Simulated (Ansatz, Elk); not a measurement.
## Bonding as seen by X-rays: CdHF

The structure of CdHF used here is made up (a known structure type with other elements) and was relaxed beforehand with r2SCAN. The aim is the Fourier transform of its all-electron density, F(hkl), set beside the sum over free spherical atoms that refinements use.

Main program and level: Elk 11.2.3 (patched build); DFT, PBE, all-electron APW+lo, Dirac cores, scalar-relativistic bands, static density, no spin.

The structure was built from a prototype and need not be the compound's stable phase.

## Step 1: Set-up

It takes space group P4/nmm (No. 129, tetragonal). The conventional cell has a = 3.516 Å, b = 3.516 Å, c = 5.390 Å, α = 90.00°, β = 90.00°, γ = 90.00°. Nearest to Cd lie 4 H at 2.10 Å and 5 F at 2.17 to 2.65 Å. Nearest to F lie 5 Cd at 2.17 to 2.65 Å. H has 4 Cd at 2.10 Å nearest. Farther neighbours and most contacts between anions are not listed.

## Step 2: Ground state and structure factors

An all-electron density is needed, since X-rays see the cores too. Task 0 finds the density and task 195 Fourier-transforms it; tshift is off so that phases refer to the origin typed.

The input, elk.in:

```
tasks
  0
  195

xctype
  20

spinpol
  .false.

rgkmax
  7.0

gmaxvr
  14.0

lmaxo
  7

lmaxapw
  8

swidth
  0.002

tshift
  .false.

ramdisk
  .false.

hmaxvr
  5.5

maxscl
  120

epspot
  1e-06

sppath
  './'

avec
  6.64340763353 0.00000000000 0.00000000000
  0.00000000000 6.64340763353 0.00000000000
  0.00000000000 0.00000000000 10.18625525817

atoms
  3
  'Cd.in'
  2
  0.5000000000 0.0000000000 0.7851620533   0.000000 0.000000 0.000000
  0.0000000000 0.5000000000 0.2148379467   0.000000 0.000000 0.000000
  'F.in'
  2
  0.5000000000 -0.0000000000 0.3825651881   0.000000 0.000000 0.000000
  0.0000000000 0.5000000000 0.6174348119   0.000000 0.000000 0.000000
  'H.in'
  2
  0.5000000000 0.5000000000 0.0000000000   0.000000 0.000000 0.000000
  -0.0000000000 -0.0000000000 0.0000000000   0.000000 0.000000 0.000000

ngridk
  6 6 4
```

Launch:

```
$ OMP_NUM_THREADS=4 elk
```

Numbers of over 12 decimals in the logs are rounded to 6 here.

The program printed:

```text
┌─────────────────────────┐
│ Elk code version 11.2.3 │
└─────────────────────────┘

All units are atomic (Hartree, Bohr, etc.)

┌─────────────────────────────────────────────────┐
│ Ground-state run starting from atomic densities │
└─────────────────────────────────────────────────┘

Lattice vectors :
   6.643407634       0.000000000       0.000000000
   0.000000000       6.643407634       0.000000000
   0.000000000       0.000000000       10.18625526

Reciprocal lattice vectors :
  0.9457774765       0.000000000       0.000000000
   0.000000000      0.9457774765       0.000000000
   0.000000000       0.000000000      0.6168297522

Unit cell volume      :    449.5690005
Brillouin zone volume :   0.5517511509

Muffin-tin inner radius fraction :   0.1000000000E-01

Nuclei treated as point charges

Species : 1 (Cd)
 parameters loaded from : Cd.in
 name : cadmium
 nuclear charge    :   -48.00000000
 electronic charge :    48.00000000
 atomic mass :    204912.7176
 muffin-tin radius :    2.289669898
 number of radial points in muffin-tin :   1193
 inner part over the whole radius :   0.9938763327E-02
 number on inner part of muffin-tin    :    847
 approximate nuclear radius :   0.8708852602E-04
 number of mesh points to nuclear radius :    429
 atomic positions (lattice), magnetic fields (Cartesian) :
  1 :   0.50000000  0.00000000 -0.21483795    0.00000000  0.00000000  0.00000000
  2 :   0.00000000  0.50000000  0.21483795    0.00000000  0.00000000  0.00000000

Species : 2 (F)
 parameters loaded from : F.in
 name : fluorine
 nuclear charge    :   -9.000000000
 electronic charge :    9.000000000
 atomic mass :    34631.97045
 muffin-tin radius :    1.761284537
 number of radial points in muffin-tin :    593
 inner part over the whole radius :   0.9843506302E-02
 number on inner part of muffin-tin    :    408
 approximate nuclear radius :   0.5278478738E-04
 number of mesh points to nuclear radius :    176
 atomic positions (lattice), magnetic fields (Cartesian) :
  1 :   0.50000000  0.00000000  0.38256519    0.00000000  0.00000000  0.00000000
  2 :   0.00000000  0.50000000 -0.38256519    0.00000000  0.00000000  0.00000000

Species : 3 (H)
 parameters loaded from : H.in
 name : hydrogen
 nuclear charge    :   -1.000000000
 electronic charge :    1.000000000
 atomic mass :    1837.362221
 muffin-tin radius :    1.400000000
 number of radial points in muffin-tin :    393
 inner part over the whole radius :   0.9705542320E-02
 number on inner part of muffin-tin    :    258
 approximate nuclear radius :   0.2766748019E-04
 number of mesh points to nuclear radius :     78
 atomic positions (lattice), magnetic fields (Cartesian) :
  1 :   0.50000000  0.50000000  0.00000000    0.00000000  0.00000000  0.00000000
  2 :   0.00000000  0.00000000  0.00000000    0.00000000  0.00000000  0.00000000

Total number of atoms per unit cell :    6
Total muffin-tin volume :    169.3236185
 ratio of muffin-tin to unit cell volume :   0.3766354403

Spin treatment :
 spin-unpolarised

Number of Bravais lattice symmetries :   16
Number of crystal symmetries         :   16
Crystal has no inversion symmetry
Complex Hermitian eigensolver will be used

k-point grid :      6     6     4
k-point offset :    0.000000000       0.000000000       0.000000000
k-point set is reduced with full crystal symmetry group
Total number of k-points :       30

Muffin-tin radius times maximum |G+k| :    7.000000000
 using average radius
Maximum |G+k| for APW functions       :    3.852536331
Maximum (1/2)|G+k|²                   :    7.421018091
Maximum |G| for potential and density :    14.00000000
Constant for pseudocharge density :    8
 order of it for each species :   15  15  15
 order of it for pair densities of each species (exact exchange by exxq0 0: 16) :   15   9   4
Radial integration step length :    1

G-vector grid sizes :     30    30    48
Number of G-vectors :    20741

Maximum angular momentum used for
 APW functions            :    8
 outer part of muffin-tin :    7
[...]
Charges :
 core                        :    64.00000000
 valence                     :    52.00000000
 interstitial                :    5.271025877
 muffin-tins (core leakage)
  species : 1 (Cd)
   atom 1                    :    45.66747238     (  0.1298806770E-02)
   atom 2                    :    45.66747238     (  0.1298806770E-02)
  species : 2 (F)
[...]
species : 3 (H)
   atom 1                    :   0.8630312804     (   0.000000000    )
   atom 2                    :   0.8630312804     (   0.000000000    )
 total in muffin-tins        :    110.7289741
 total calculated charge     :    115.9966460
 total charge                :    116.0000000
 error                       :   0.3353958792E-02

RMS change in Kohn-Sham potential (target) :    80.73114093     (  0.1000000000E-05)
Absolute change in total energy (target)   :    3.532396453     (  0.1000000000E-03)

[... loops 3 to 18 left out ...]

┌──────────────────┐
│ Loop number : 19 │
└──────────────────┘

Energies :
 Fermi                       :     0.188264
 sum of occupied eigenvalues :     -6819.0311536807
 electron kinetic            :      11935.085011360
 core electron kinetic       :      11512.027235264
 Coulomb                     :     -22997.000264119
 Coulomb potential           :     -18322.515060000
 nuclear-nuclear             :     -1234.2253238636
 electron-nuclear            :     -25229.674563847
 Hartree                     :      3466.8996235923
 Madelung                    :     -13835.742734118
 xc potential                :     -431.60110504101
 exchange                    :     -325.24879826331
 correlation                 :     -5.835364
 electron entropic           :    -0.80346156336675E-04
 total energy                :     -11392.999495326

Density of states at Fermi energy :    5.699792604
 (states/Hartree/unit cell)

Estimated indirect band gap :   0.1570525138E-01
 from k-point 22 to k-point 25
Estimated direct band gap   :   0.3756975275E-01
 at k-point 25

Charges :
 core                        :    64.00000000
 valence                     :    52.00000000
 interstitial                :    5.516579634
 muffin-tins (core leakage)
  species : 1 (Cd)
[...]
species : 2 (F)
[...]
species : 3 (H)
   atom 1                    :   0.7983873768     (   0.000000000    )
   atom 2                    :   0.7983873768     (   0.000000000    )
 total in muffin-tins        :    110.4834204
 total calculated charge     :    115.9967562
 total charge                :    116.0000000
 error                       :   0.3243800169E-02

RMS change in Kohn-Sham potential (target) :   0.7323621243E-06 (  0.1000000000E-05)
Absolute change in total energy (target)   :   0.4876492312E-05 (  0.1000000000E-03)

Convergence targets achieved

┌──────────────────┐
│ Loop number : 20 │
└──────────────────┘

Energies :
 Fermi                       :     0.188264
 sum of occupied eigenvalues :     -6819.0311534950
 electron kinetic            :      11935.085011428
 core electron kinetic       :      11512.027235173
 Coulomb                     :     -22997.000264027
 Coulomb potential           :     -18322.515059904
 nuclear-nuclear             :     -1234.2253238636
 electron-nuclear            :     -25229.674563755
 Hartree                     :      3466.8996235916
 Madelung                    :     -13835.742734075
 xc potential                :     -431.60110501906
 exchange                    :     -325.24879825933
 correlation                 :     -5.835364
 electron entropic           :    -0.80346157879616E-04
 total energy                :     -11392.999495163

Density of states at Fermi energy :    5.699792651
 (states/Hartree/unit cell)

Estimated indirect band gap :   0.1570525142E-01
 from k-point 22 to k-point 25
Estimated direct band gap   :   0.3756975249E-01
 at k-point 25

Charges :
 core                        :    64.00000000
 valence                     :    52.00000000
 interstitial                :    5.516579638
 muffin-tins (core leakage)
  species : 1 (Cd)
[...]
atom 2                    :    45.86411236     (  0.1254443306E-02)
  species : 2 (F)
   atom 1                    :    8.579210441     ( -0.2846395009E-06)
   atom 2                    :    8.579210441     ( -0.2846395009E-06)
  species : 3 (H)
   atom 1                    :   0.7983873772     (   0.000000000    )
   atom 2                    :   0.7983873772     (   0.000000000    )
 total in muffin-tins        :    110.4834204
 total calculated charge     :    115.9967562
 total charge                :    116.0000000
 error                       :   0.3243800167E-02

┌──────────────────────────────┐
│ Self-consistent loop stopped │
└──────────────────────────────┘

Warning : core states of species 1 leak from the muffin-tin :   0.1254443306E-02

Wrote STATE.OUT
```

It took 42 s on 4 threads of INTEL XEON PLATINUM 8581C at 2.10GHz (Emerald Rapids), shared host; peak memory 0.18 GiB.

SFACRHO.OUT:

```text

h k l indices transformed by vhmat matrix:
   1.000000000       0.000000000       0.000000000    
   0.000000000       1.000000000       0.000000000    
   0.000000000       0.000000000       1.000000000    

      h      k      l  multipl.   |H|            Re(F)            Im(F)           |F|

      0      0      0      1   0.0000000       116.00000      0.15446412E-16   116.00000    
      0      0      1      2  0.61682975       9.0176838     -0.12516449E-13   9.0176838    
      1      0      0      4  0.94577748     -0.80424908E-15  0.27519298E-13  0.27531048E-13
      0     -1      1      4   1.1291475     -0.93341636E-14  -69.280672       69.280672    
      1      0      1      4   1.1291475      0.44453040E-13   69.280672       69.280672    
      0      0     -2      2   1.2336595      -69.018334     -0.50643994E-13   69.018334    
     -1     -1      0      4   1.3375313      -90.053775     -0.50116382E-13   90.053775    
      1      1     -1      8   1.4729117      -5.7950708     -0.69979420E-15   5.7950708    
     -1      0      2      4   1.5544809      0.37287912E-14   44.060067       44.060067    
      0      1      2      4   1.5544809     -0.46012796E-13  -44.060067       44.060067    
     -1      1      2      8   1.8195895       62.479601     -0.53092384E-13   62.479601    
      0      0     -3      2   1.8504893      -35.106868     -0.39717990E-13   35.106868    
      2      0      0      4   1.8915550       79.597892     -0.45294801E-13   79.597892    
      0     -2      1      4   1.9895877       7.6999156     -0.71596274E-14   7.6999156    
      0     -2     -1      4   1.9895877       7.6999156      0.88672228E-14   7.6999156    
     -1      0     -3      4   2.0781736     -0.75258217E-13   59.284193       59.284193    
     -1      0      3      4   2.0781736     -0.42137778E-13  -59.284193       59.284193    
      2      1      0      8   2.1148227     -0.36556777E-16 -0.20914331E-13  0.20914363E-13
```

Elk indexes on the primitive cell of elk.in and gives |H| = 4π sin θ/λ in inverse bohr. Below, one row stands for each form hkl of the conventional cell (m members, Friedel mates merged), F is for one primitive cell and the density is static (no thermal factor). Free-atom factors are Waasmaier and Kirfel's, and R is Σm||F|−|F'||/Σm|F|.

| hkl | m | sin θ/λ (Å⁻¹) | abs F, DFT | neutral atoms | diff. | abs of complex diff. | ions | diff. |
| --- | --- | --- | --- | --- | --- | --- | --- | --- |
| 001 | 2 | 0.093 | 9.018 | 9.048 | -0.030 | 0.030 | 8.440 | +0.578 |
| 100 | 4 | 0.142 | 0.000 | 0.000 | +0.000 | 0.000 | 0.000 | +0.000 |
| 101 | 8 | 0.170 | 69.281 | 69.771 | -0.491 | 0.491 | 69.097 | +0.184 |
| 002 | 2 | 0.185 | 69.018 | 69.578 | -0.560 | 0.560 | 69.337 | -0.319 |
| 110 | 4 | 0.201 | 90.054 | 90.148 | -0.094 | 0.094 | 90.537 | -0.483 |
| 111 | 8 | 0.222 | 5.795 | 6.287 | -0.492 | 0.492 | 6.060 | -0.265 |
| 102 | 8 | 0.234 | 44.060 | 43.788 | +0.273 | 0.273 | 44.104 | -0.044 |
| 112 | 8 | 0.274 | 62.480 | 62.254 | +0.226 | 0.226 | 62.405 | +0.075 |
| 003 | 2 | 0.278 | 35.107 | 35.317 | -0.210 | 0.210 | 35.407 | -0.300 |
| 200 | 4 | 0.284 | 79.598 | 79.310 | +0.288 | 0.288 | 79.543 | +0.055 |
| 201 | 8 | 0.299 | 7.700 | 7.599 | +0.101 | 0.101 | 7.590 | +0.110 |
| 103 | 8 | 0.312 | 59.284 | 59.184 | +0.101 | 0.101 | 59.312 | -0.028 |
| 210 | 8 | 0.318 | 0.000 | 0.000 | +0.000 | 0.000 | 0.000 | +0.000 |
| 211 | 16 | 0.331 | 55.626 | 55.556 | +0.070 | 0.070 | 55.706 | -0.080 |

The ions are Cd2+, H− and F−, by formal charge.

## Step 3: The highest occupied states alone

An energy window below the Fermi level keeps the highest occupied states, to see at which angles they scatter; shallow core shells can lie inside it and anion s states outside. No new self-consistency is needed.

Changes to elk.in since step 2:

```diff
@@ -1,3 +1,2 @@
 tasks
-  0
   195
@@ -40,2 +39,5 @@
 
+wsfac
+  -0.362980 0.488260
+
 sppath
```

Launch:

```
$ OMP_NUM_THREADS=4 elk
```

The program printed:

```text
┌─────────────────────────────────┐
│ Elk code version 11.2.3 started │
└─────────────────────────────────┘

Info(readinput): the functional depends on the density's gradient
 muffin-tin radial points multiplied by    2.00000
 (not where nrmtscf is given)

┌────────────────────┐
│ Current task : 195 │
└────────────────────┘
Info(checkmt): changed muffin-tin radius of species 1 (Cd) from   2.6000 to   2.2897
Info(checkmt): changed muffin-tin radius of species 2 (F) from   2.0000 to   1.7613

Info(sfacrho): density structure factors written to SFACRHO.OUT

 Energy window :  -0.3629800000      0.4882600000

┌──────────────────┐
│ Elk code stopped │
└──────────────────┘
```

The job ended after 5 s (4 threads; peak memory 0.16 GiB; 6.8 s of CPU time).

States within 15 eV below the Fermi level hold 36.00 electrons; any levels below the window count with the cores. Their amplitudes can exceed the total, where window and core parts have opposite phase:

| hkl | sin θ/λ (Å⁻¹) | abs F, window | abs F, all |
| --- | --- | --- | --- |
| 001 | 0.093 | 0.761 | 9.018 |
| 100 | 0.142 | 0.000 | 0.000 |
| 101 | 0.170 | 7.804 | 69.281 |
| 002 | 0.185 | 9.176 | 69.018 |
| 110 | 0.201 | 17.128 | 90.054 |
| 111 | 0.222 | 3.668 | 5.795 |
| 102 | 0.234 | 10.204 | 44.060 |
| 112 | 0.274 | 6.877 | 62.480 |
| 003 | 0.278 | 0.426 | 35.107 |
| 200 | 0.284 | 12.196 | 79.598 |

## Step 4: Another functional

The difference from free atoms is small, so it is set against the change that LDA (Perdew-Wang) makes.

Changes to elk.in since step 3:

```diff
@@ -1,2 +1,3 @@
 tasks
+  0
   195
@@ -4,3 +5,3 @@
 xctype
-  20
+  3
 
@@ -39,5 +40,2 @@
 
-wsfac
-  -0.362980 0.488260
-
 sppath
```

Launch:

```
$ OMP_NUM_THREADS=4 elk
```

The program printed:

```text
┌─────────────────────────┐
│ Elk code version 11.2.3 │
└─────────────────────────┘

All units are atomic (Hartree, Bohr, etc.)

┌─────────────────────────────────────────────────┐
│ Ground-state run starting from atomic densities │
└─────────────────────────────────────────────────┘

Lattice vectors :
   6.643407634       0.000000000       0.000000000
   0.000000000       6.643407634       0.000000000
   0.000000000       0.000000000       10.18625526

Reciprocal lattice vectors :
  0.9457774765       0.000000000       0.000000000
[...]
atom 2                    :    8.544843381     ( -0.4569978060E-05)
  species : 3 (H)
   atom 1                    :   0.7641645972     (   0.000000000    )
   atom 2                    :   0.7641645972     (   0.000000000    )
 total in muffin-tins        :    110.3566545
 total calculated charge     :    115.9967168
 total charge                :    116.0000000
 error                       :   0.3283204482E-02

┌──────────────────────────────┐
│ Self-consistent loop stopped │
└──────────────────────────────┘

Warning : core states of species 1 leak from the muffin-tin :   0.1277028722E-02

Wrote STATE.OUT
[key lines of the parts left out:]
total energy                :     -11381.877216710
```

It took 28 s on 4 threads; peak memory 0.16 GiB.

Against the first run R = 0.04 %; the largest change is -0.141 at 200.

## Step 5: A coarser k-mesh

About half the k-points along each axis test the sampling.

Changes to elk.in since step 4:

```diff
@@ -5,3 +5,3 @@
 xctype
-  3
+  20
 
@@ -64,2 +64,2 @@
 ngridk
-  6 6 4
+  3 3 2
```

Launch:

```
$ OMP_NUM_THREADS=4 elk
```

The program printed:

```text
┌─────────────────────────┐
│ Elk code version 11.2.3 │
└─────────────────────────┘

All units are atomic (Hartree, Bohr, etc.)

┌─────────────────────────────────────────────────┐
│ Ground-state run starting from atomic densities │
└─────────────────────────────────────────────────┘

Lattice vectors :
   6.643407634       0.000000000       0.000000000
   0.000000000       6.643407634       0.000000000
   0.000000000       0.000000000       10.18625526

Reciprocal lattice vectors :
  0.9457774765       0.000000000       0.000000000
[...]
atom 2                    :    8.578609145     ( -0.2846395297E-06)
  species : 3 (H)
   atom 1                    :   0.7926425452     (   0.000000000    )
   atom 2                    :   0.7926425452     (   0.000000000    )
 total in muffin-tins        :    110.4738092
 total calculated charge     :    115.9967394
 total charge                :    116.0000000
 error                       :   0.3260587622E-02

┌──────────────────────────────┐
│ Self-consistent loop stopped │
└──────────────────────────────┘

Warning : core states of species 1 leak from the muffin-tin :   0.1254339706E-02

Wrote STATE.OUT
[key lines of the parts left out:]
total energy                :     -11393.001287279
```

The job ended after 18 s (4 threads; peak memory 0.18 GiB).

Against the first run R = 0.01 %; the largest change is -0.021 at 001.

## Step 6: Settings against the effect

| run | R against the first run (%) | R against neutral atoms, low angle (%) | wall time |
| --- | --- | --- | --- |
| PBE, rgkmax 7 | 0.00 | 0.65 | 42 s |
| LDA (Perdew-Wang) | 0.04 | 0.53 | 28 s |
| k-mesh 3×3×2 | 0.01 | 0.64 | 18 s |

## Step 7: Summary of results

```
R against neutral atoms, sin θ/λ < 0.3 Å⁻¹ : 0.65 %
R against neutral atoms, 0.3 to 0.83 Å⁻¹   : 0.17 %
R against ions, below 0.3 Å⁻¹              : 0.41 %
```

**Reading.** Independent neutral atoms miss the calculated amplitudes by R = 0.65 % below 0.3 Å⁻¹ and 0.17 % from there to 0.83 Å⁻¹; by shells, 0.33 % below 0.15 Å⁻¹ (1 form), 0.65 % 0.15 to 0.3 (9 forms), 0.13 % 0.3 to 0.45 (15 forms), 0.18 % above 0.45 (91 forms). Bonding, aspherical density and the tables' own atoms all enter these figures, and the runs don't part them. The largest change of an amplitude is -0.56 electrons, at 002. Formal ions give R = 0.41 % at low angle, nearer than neutral atoms. The window's part falls from 36.0 electrons at the origin to at most 2.67 between 0.45 and 0.83 Å⁻¹, where compact states inside the window still scatter. Below 0.3 Å⁻¹ the changes that finished (LDA (Perdew-Wang) and k-mesh 3×3×2) move F by R = 0.13 % at most, against the 0.65 % that separates it from free atoms. The basis has no finished test. Part of the difference isn't bonding: the tables are fits to free atoms and ions calculated by other methods than this functional. Thermal motion, anomalous dispersion and extinction are left out.

[Logs are printed without paths, hosts, clocks, repeated set-up lines and the standing remarks that a program may print on its own settings, such as how far it seeks lower states.]

[Hosts, paths, dates, database ids (printed as entryN), source tags and the programs' standing remarks are cut or masked in the printed files.]
